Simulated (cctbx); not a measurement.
# Interatomic vectors of PrSbP

Space group P2_1/c (no. 14), a = 4.2890 Å, b = 6.9970 Å, c = 10.8890 Å, α = 90.00°, β = 105.57°, γ = 90.00°, content Pr4 Sb4 P4.

The data are simulated with cctbx, not measured: Mo Kα, λ = 0.71073 Å, to d = 0.7 Å, 70 % of the full sphere, strongest reflection 70000 counts, noise from counting, a 3 % proportional error and a noise floor of 4 counts (s.d.); no absorption, some extinction.

Patterson synthesis, origin scaled to 1000:

```text
Patterson group P 1 2/m 1
      u       v       w   height  length (A)
  0.000   0.000   0.000   1000.0     0.00
  0.500   0.500   0.500    519.5     6.34
  0.391   0.000   0.308    467.3     3.32
  0.000   0.142   0.500    445.8     5.53
  0.151   0.500   0.211    343.7     4.14
  0.500   0.354   0.000    267.4     3.28
  0.390   0.154   0.808    254.8     3.19
  0.153   0.360   0.711    146.0     4.22
  0.227   0.300   0.598     62.1     5.18
  0.234   0.428   0.093     57.8     3.23
  0.237   0.042   0.377     48.4     3.97
  0.226   0.208   0.876     47.4     2.37
  0.236   0.044   0.003     22.5     1.05
  0.135   0.127   0.014     20.7     1.05
```

Q: Assign the vectors.

A peak at u stands for all pairs with xi − xj = u, with weight Σ ZiZj against Σ Z² = 25228 at the origin. Peak heights follow these weights only roughly, since form factors, motion and series ripples differ, all vectors within 0.55 Å of a peak are counted as merged into it though the farther ones add only part of their weight, and F(000) is left out, which lowers the whole map:

| u | v | w | shortest length (Å) | height | 1000 ΣZiZj/ΣZ² | pairs in the cell |
| --- | --- | --- | --- | --- | --- | --- |
| 0.500 | 0.500 | 0.500 | 6.34 | 520 | 954 | 8 × Pr–Sb |
| 0.391 | 0.000 | 0.308 | 3.32 | 467 | 617 | 4 × Pr–Sb, 4 × Pr–P |
| 0.000 | 0.142 | 0.500 | 5.53 | 446 | 482 | 2 × Pr–Pr, 2 × Sb–Sb |
| 0.151 | 0.500 | 0.211 | 4.14 | 344 | 603 | 2 × Pr–Pr, 2 × Sb–Sb, 4 × Sb–P |
| 0.500 | 0.354 | 0.000 | 3.28 | 267 | 477 | 4 × Pr–Sb |
| 0.390 | 0.154 | 0.808 | 3.07 | 255 | 309 | 2 × Pr–Sb, 2 × Pr–P |
| 0.153 | 0.360 | 0.711 | 4.22 | 146 | 302 | 1 × Pr–Pr, 1 × Sb–Sb, 2 × Sb–P |
| 0.227 | 0.300 | 0.598 | 5.17 | 62 | 70 | 2 × Pr–P |
| 0.234 | 0.428 | 0.093 | 3.23 | 58 | 70 | 2 × Pr–P |
| 0.237 | 0.042 | 0.377 | 3.97 | 48 | 61 | 2 × Sb–P |

The table stops at ten peaks or at a height of 45, below which ripples compete. In the model behind the data Pr, the heaviest element, has 1 independent site: (0.9219, 0.6842, 0.1423), up to an allowed shift of origin; the Pr–Pr vectors are differences of these positions and their symmetry mates. Elements of similar Z can't be told apart from the map alone. The whole model:

```csv
atom,mult.,x,y,z,Ueq (Å²)
Pr1,4,0.9219,0.6842,0.1423,0.0044
Sb1,4,0.4705,0.3298,0.1649,0.0055
P1,4,0.3068,0.6191,0.4529,0.0085
```

The model was made for the exercise: a known structure type with other elements put in, its volume estimated, not relaxed; displacement parameters are assumed.

[Logs are printed without paths, hosts, clocks, repeated set-up lines and the standing remarks that a program may print on its own settings, such as how far it seeks lower states.]
